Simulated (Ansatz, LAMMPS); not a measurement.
# Li+ BF4- in gamma-butyrolactone and acetonitrile and diethyl carbonate at 400 K (102 atoms): a single point, part 2 of 2

Aim: energy, forces, charges and density of states of Li+ BF4- in gamma-butyrolactone and acetonitrile and diethyl carbonate at 400 K (102 atoms) at a fixed geometry.

Ansatz 0.2.0; Kohn-Sham DFT, r2SCAN+D3(BJ), PAW (set soft_2), plane waves.

The cell: 30 C, 12 O, 50 H, 4 N, 1 B, 4 F and 1 Li. The network of contacts between molecules at the start is that of the classical potential that made the cell. The density was typed from a rule of thumb and may lie off the real one at this temperature. The Brillouin zone is sampled at Γ only, in a cell whose shortest periodic width is 11 Å.

So far. Step 3 (Plane-wave single point): Neighbours are counted within 1.34 Å (H-C), 1.85 Å (C-C), 1.73 Å (C-O), 1.62 Å (C-N), 2.27 Å (O-Li), 1.72 Å (F-B), 2.23 Å (F-Li), 2.43 Å (N-Li).

**3. Plane-wave single point (continued)**

Density of states as counts of states in windows of 1 eV (from the Fermi level), total and the larger projections:

```csv
from (eV),to (eV),total,C p,H s,F p
-10,-9,7.5,1.9,1.9,0.0
-9,-8,10.0,3.4,1.7,0.0
-8,-7,15.8,6.8,1.8,1.6
-7,-6,22.0,8.5,2.7,2.1
-6,-5,23.8,10.5,3.9,2.8
-5,-4,28.8,15.6,5.6,0.5
-4,-3,31.0,11.3,4.7,6.2
-3,-2,37.2,12.5,5.1,5.0
-2,-1,29.6,7.7,3.4,4.1
-1,0,12.6,2.1,1.3,0.0
0,1,1.2,0.2,0.0,0.0
1,4,0.0,0.0,0.0,0.0
4,5,2.6,1.4,0.2,0.0
```

The curve was stored every 0.10 eV, coarse against its broadening of 0.08 eV, so these counts are rough.

With fixed occupations the program's Fermi level is the highest filled level; weight inside the gap is the broadening of levels at its edges.

Between -26 and -10 eV lie 74 more states.

Not all projections were asked for or kept, so they needn't add up to the total.

The levels nearest the highest filled one (over half full), pooled over k-points and spins:

```csv
level less the highest filled one (eV),occupation
-0.918,2
-0.896,2
-0.851,2
-0.804,2
-0.558,2
0,2
4.75,0
5.02,0
5.22,0
5.42,0
5.54,0
5.72,0
```

Electrostatic potential energy in the bc plane at fractional x = 0.149, with atoms of O and C and H and F within 0.2 Å of it. With pseudopotentials it is smooth inside the atoms' cores, unlike the true potential.

Values in eV, 13 rows by 16 columns, each cell a mean:
```
 -3  -1   2   4   5   5   5   5   5   6   5   5   5   5   5   4
  4   4   5   5   5   5   5   5   5   5   3   5   5   5   5   4
  5   5   5   4   2   1   3   5   5   0 -32 -17   5   5   5   5
  5   4   4   1 -16 -33 -10   3   5   2 -16  -8   4   6   6   5
  4   3   2   1 -14 -31  -8   4   5   2 -12  -3   4   6   6   5
  4 -11 -19  -3 -21 -31  -1   4   5  -6 -40 -16   5   6   6   5
  5   2   0   1  -6 -11   2   4   5   5  -2   4   5   5   5   5
  5   5   4   4   4   3   4   3   1   4   4   4   5   5   5   5
  5   5   5   4   4   4   4  -2 -18  -3   3   4   4   4   2   4
  0   4   5   4   4   4   4   0 -17  -8   3   4   4   3  -1   1
-38 -14   3   4   4   4   4  -1 -37 -23   3   4   4   3  -1 -14
-25 -30  -9   2   1   3   4   3 -13  -6   4   4   4   3   2  -3
-11 -37 -16   2   3   4   4   4   4   4   5   5   5   4   4   3
```
Columns run along b (10.7 Å; values clipped at the 3rd and 97th percentile), rows up along c (10.7 Å). Atoms in or near the plane, at fractional coordinates: O at (0.03, 0.17), C at (0.09, 0.05), C at (0.33, 0.69), H at (0.12, 0.56), O at (0.54, 0.17), F at (0.66, 0.78), F at (0.65, 0.57).

Valence density in the bc plane at fractional x = 0.149, with atoms of O and C and H and F within 0.2 Å of it. It is the smooth field of the valence electrons, not physical close to the nuclei.

Values in units of 1e0 e/Å³, 13 rows by 16 columns, each cell a mean:
```
0.4 0.4 0.1 0.1 0.0 0.0 0.0 0.0 0.1 0.1 0.0 0.0 0.0 0.0 0.0 0.1
0.0 0.0 0.0 0.0 0.0 0.0 0.0 0.0 0.0 0.1 0.3 0.2 0.0 0.0 0.0 0.0
0.0 0.0 0.1 0.3 0.3 0.2 0.2 0.1 0.0 0.6 5.6 2.7 0.1 0.0 0.0 0.0
0.0 0.0 0.1 0.4 1.0 1.3 1.0 0.3 0.1 0.3 2.4 1.2 0.1 0.0 0.0 0.0
0.0 0.1 0.2 0.2 0.9 1.6 0.6 0.1 0.0 0.3 1.5 0.6 0.1 0.1 0.0 0.0
0.0 0.6 1.2 0.6 1.1 1.4 0.3 0.0 0.0 1.3 8.7 2.5 0.1 0.0 0.0 0.0
0.0 0.2 0.4 0.3 0.6 0.9 0.2 0.0 0.0 0.2 0.8 0.3 0.0 0.0 0.0 0.0
0.0 0.0 0.0 0.0 0.1 0.1 0.0 0.1 0.2 0.1 0.0 0.0 0.0 0.0 0.0 0.0
0.0 0.0 0.0 0.0 0.0 0.0 0.0 0.5 1.4 0.5 0.1 0.0 0.0 0.2 0.5 0.2
0.4 0.2 0.0 0.0 0.0 0.0 0.0 0.3 1.1 0.6 0.1 0.0 0.0 0.2 0.6 0.3
4.9 1.7 0.1 0.0 0.0 0.0 0.0 0.5 4.5 2.6 0.2 0.0 0.0 0.1 0.2 1.3
2.3 1.6 0.6 0.2 0.2 0.0 0.0 0.2 1.4 0.9 0.1 0.0 0.0 0.0 0.1 0.6
0.9 1.6 0.9 0.2 0.1 0.0 0.0 0.0 0.1 0.1 0.0 0.0 0.0 0.0 0.0 0.1
```
Columns run along b (10.7 Å), rows up along c (10.7 Å). Atoms in or near the plane, at fractional coordinates: O at (0.03, 0.17), C at (0.09, 0.05), C at (0.33, 0.69), H at (0.12, 0.56), O at (0.54, 0.17), F at (0.66, 0.78), F at (0.65, 0.57).

Mean Löwdin charges: B +0.95, C -0.05, F -0.41, H +0.21, Li +0.79, N -0.24 e (they miss 1.3 % of the electrons, so they add up to more than the cell's charge).

**4. Distances and neighbours**

These statistics describe the geometry on which the runs were made.

Density 1.03 g/cm³, 11.94 Å³ an atom.

g(r), total and by pair (bins of 0.2 Å):

```
r (Å)  total   H-H   H-C   H-O   H-F   H-N   H-B
 1.00   2.65  0.00  9.20  0.00  0.00  0.00  0.00
 1.20   1.96  0.00  4.57  0.00  0.00  0.00  0.00
 1.40   1.31  0.00  0.00  0.00  0.00  0.00  0.00
 1.60   0.51  1.11  0.00  0.00  0.00  0.00  0.00
 1.80   0.89  3.48  0.00  0.00  0.00  0.00  0.00
 2.00   0.72  0.10  1.54  1.93  0.00  0.00  0.00
 2.20   1.51  1.18  2.82  0.87  0.47  0.00  0.00
 2.40   0.93  1.34  0.22  0.54  0.43  0.41  0.00
 2.60   0.75  1.15  0.38  1.89  1.06  0.70  0.00
 2.80   0.72  0.79  0.54  1.86  1.57  0.91  1.17
 3.00   0.68  0.72  0.79  0.99  0.26  1.60  0.00
 3.20   0.87  0.64  1.05  0.94  1.69  3.33  1.90
 3.40   0.98  1.04  0.67  1.55  0.64  1.45  0.81
 3.60   0.77  0.77  0.80  0.69  1.13  0.75  1.54
 3.80   0.92  0.56  0.84  1.00  1.18  0.86  2.63
 4.00   0.93  0.87  1.07  0.71  1.22  0.92  0.63
 4.20   1.02  0.95  0.87  1.55  1.12  0.96  1.66
 4.40   0.99  1.00  0.92  1.12  1.25  0.89  1.48
 4.60   1.02  1.09  0.99  0.91  1.03  0.46  0.44
 4.80   1.21  1.16  1.21  1.33  1.98  1.25  1.23
 5.00   1.04  1.00  1.11  0.61  1.07  1.26  1.15
 5.20   1.02  0.90  1.06  1.08  0.72  0.63  1.08
```

Bonds by pair of elements; cutoffs follow the first minimum of g(r), held within bounds set by covalent radii, and pairs that aren't listed don't count as bonded:

```csv
pair A-B,cutoff (Å),bonds,mean length (Å),spread (Å),shortest (Å),B about A,A about B
H-C,1.34,50,1.08,0.037,1.01,1,1.67
C-C,1.85,17,1.48,0.045,1.40,1.13,1.13
C-O,1.73,19,1.35,0.078,1.22,0.633,1.58
C-N,1.62,4,1.16,0.021,1.13,0.133,1
O-Li,2.27,2,2.04,0.182,1.86,0.167,2
F-B,1.72,4,1.41,0.06,1.33,1,4
F-Li,2.23,1,1.82,0,1.82,0.25,1
N-Li,2.43,1,2.04,0,2.04,0.25,1
```

How many atoms have how many bonded neighbours:

```
element  mean   1  2  3   4
      B     4   0  0  0   1
      C  3.57   0  4  5  21
      F  1.25   3  1  0   0
      H     1  50  0  0   0
     Li     4   0  0  0   1
      N  1.25   3  1  0   0
      O  1.75   3  9  0   0
```

Bond angles (no mean is given where the spread exceeds 20°):

```csv
angle,count,mean (°),spread (°)
C-C-H,62,111,4.9
H-C-H,37,108,4.9
H-C-O,14,110,5.1
C-C-O,13,113,7.7
O-C-O,9,121,9.7
```

Bond length by coordination (bonds to H left out):

```csv
element,coordination,atoms,mean bond length (Å)
C,2,4,1.31
C,3,5,1.33
C,4,21,1.48
F,1,3,1.40
F,2,1,1.63
N,1,3,1.17
N,2,1,1.58
O,1,3,1.23
O,2,9,1.44
```

Rings of the network by King's shortest-path rule, up to 12 atoms, one path for each pair of neighbours; H, halogens, alkali and alkaline-earth atoms are left out, and the last column divides by all other atoms, bonded or not:

| ring size (atoms) | rings | per network atom |
| --- | --- | --- |
| 5 | 3 | 0.064 |

Counting bonds as in the table, all B atoms have 4, 70 % of C atoms have 4, 75 % of F atoms have 1 and all H atoms have 1 bonded neighbour. The C-C-H angle averages 111° with a spread of 5°. All rings counted have 5 atoms.

The surroundings of C39, which bears the longest force, nearest first, numbered as they follow in the input and with coordinates relative to it.

```csv
atom,x,y,z,distance (Å),bonds,Löwdin charge (e),Fx,Fy,Fz (eV/Å)
C39,0.00,0.00,0.00,0.00,4,-0.33,-5.22,1.75,-2.39
H43,0.41,0.83,-0.54,1.07,1,0.22,0.83,0.42,-0.45
H44,-0.69,-0.48,-0.77,1.14,1,0.22,1.38,0.08,0.88
C38,0.93,-0.85,0.61,1.40,3,0.63,1.45,-3.10,-1.13
C40,-0.88,0.63,1.13,1.56,4,-0.30,1.37,-3.32,0.05
H45,-1.06,1.59,0.87,2.10,1,0.23,-0.67,3.24,-0.31
O42,0.88,-0.77,1.90,2.23,2,-0.27,-0.11,0.74,1.97
C41,0.12,0.44,2.22,2.26,4,-0.03,1.50,1.22,0.54
H46,-1.82,0.14,1.39,2.29,1,0.19,0.14,-0.27,-0.49
O37,1.60,-1.68,0.04,2.32,1,-0.48,0.72,-0.30,-0.15
```

The column of bonds counts only the pairs H-C within 1.34 Å, C-C within 1.85 Å, C-O within 1.73 Å, C-N within 1.62 Å, O-Li within 2.27 Å, F-B within 1.72 Å, F-Li within 2.23 Å, N-Li within 2.43 Å; other neighbours, such as metal atoms beside each other in a compound, aren't counted, and periodic images can show an atom twice.

**5. Outcome**

```yaml
free_energy_per_atom: -199.1458 eV/atom
pressure: 0.8274 GPa
r_m_s_force_component: 1.206 eV/Å
spacing_of_highest_filled_and_lowest_empty_level: 4.753 eV
wall_time_of_the_1_dft_run: 28 s
```

In words: Between filled and empty levels lie 4.75 eV (at Γ alone); a semilocal functional tends to put such gaps too low. In a disordered cell it changes from sample to sample and from frame to frame. Counting bonds as in the table, all B atoms have 4, 70 % of C atoms have 4, 75 % of F atoms have 1 and all H atoms have 1 bonded neighbour.

Caveats: The force components of 1.2 eV/Å r.m.s. come partly from thermal motion and partly from the difference between the classical potential and DFT, above all in bond lengths inside molecules. The pressure of a single frame lacks the kinetic term.

[Logs are printed without paths, hosts, clocks, repeated set-up lines and the standing remarks that a program may print on its own settings, such as how far it seeks lower states.]

[Hosts, paths, dates, database ids (printed as entryN), source tags and the programs' standing remarks are cut or masked in the printed files.]
